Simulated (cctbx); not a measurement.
# Er6CdBi2 across an absorption edge

Space group P-62m (no. 189), a = 8.4050 Å, b = 8.4050 Å, c = 4.1730 Å, α = 90.00°, β = 90.00°, γ = 120.00°.

```
atom  mult.       x       y    z  Ueq (Å²)
 Bi1      2     2/3     1/3  1/2    0.0195
 Er1      3  0.3933  0.3933    0    0.0153
 Er2      3  0.7637  0.7637  1/2    0.0142
 Cd1      1       0       0    0    0.0211
```

The model was made for the exercise: a known structure type with other elements put in, its volume estimated, not relaxed; displacement parameters are assumed.

Calculated with cctbx: free-atom f′ and f″ from the Sasaki tables, no fine structure; amplitudes in electrons.

How do |F(hkl)| and |F(−h−k−l)| change across the Bi L3 edge?

```text
E (eV)    f'(Bi)   f''           |F|1 1 1        |F|1 3 0        |F|1 2 0        |F|0 0 2
  12819   -9.16   4.26      248.3/ 258.5     89.6/  91.6    210.2/ 208.2    435.7/ 435.7
  13169  -10.85   4.08      248.0/ 257.0     89.4/  90.8    209.7/ 208.2    433.3/ 433.3
  13299  -12.22   4.01      247.4/ 255.6     89.0/  90.2    209.2/ 208.0    431.1/ 431.1
  13359  -13.55   3.98      246.7/ 254.3     88.7/  89.5    208.5/ 207.7    428.8/ 428.8
  13389  -14.88   3.97      246.0/ 253.0     88.3/  88.8    207.9/ 207.3    426.4/ 426.4
  13404  -16.20   3.96      245.3/ 251.7     88.0/  88.1    207.2/ 207.0    424.0/ 424.0
  13411  -17.37   3.96      244.7/ 250.6     87.6/  87.6    206.6/ 206.7    421.9/ 421.9
  13415  -18.64   3.96      244.1/ 249.4     87.3/  86.9    206.0/ 206.3    419.7/ 419.7
  13423  -19.10  10.11      255.2/ 238.8     92.7/  82.0    200.8/ 211.8    420.4/ 420.4
  13427  -17.59  10.11      256.0/ 240.3     93.0/  82.8    201.6/ 212.2    423.1/ 423.1
  13434  -16.30  10.10      256.6/ 241.6     93.3/  83.5    202.3/ 212.6    425.4/ 425.4
  13449  -14.89  10.08      257.4/ 243.1     93.7/  84.2    203.0/ 213.0    427.9/ 427.9
  13479  -13.50  10.04      258.1/ 244.6     94.1/  85.0    203.8/ 213.4    430.5/ 430.5
  13569  -11.67   9.93      259.2/ 246.7     94.6/  86.1    204.9/ 213.9    433.8/ 433.8
  13819   -9.76   9.63      260.3/ 249.1     95.1/  87.4    206.2/ 214.6    437.5/ 437.5
```

The edge is at 13419 eV. f′ of Bi falls from -12.2 e at 13299 eV to -18.6 e at 4 eV below it, and f″ steps from 3.96 to 10.11 e across it. Over that approach |F| changes by -1 % (1 1 1), -2 % (1 3 0), -2 % (1 2 0) and -3 % (0 0 2): a reflection falls where Bi scatters in phase with the total and rises where it scatters against it; it hardly moves where the Bi term is small or cancels by symmetry or lies in quadrature to the total. The f″ term interferes with the normal scattering with opposite sign for the two Friedel mates. The largest Friedel difference in the scan is 12.2 % of the mean (1 3 0, at 13423 eV).

[Logs are printed without paths, hosts, clocks, repeated set-up lines and the standing remarks that a program may print on its own settings, such as how far it seeks lower states.]
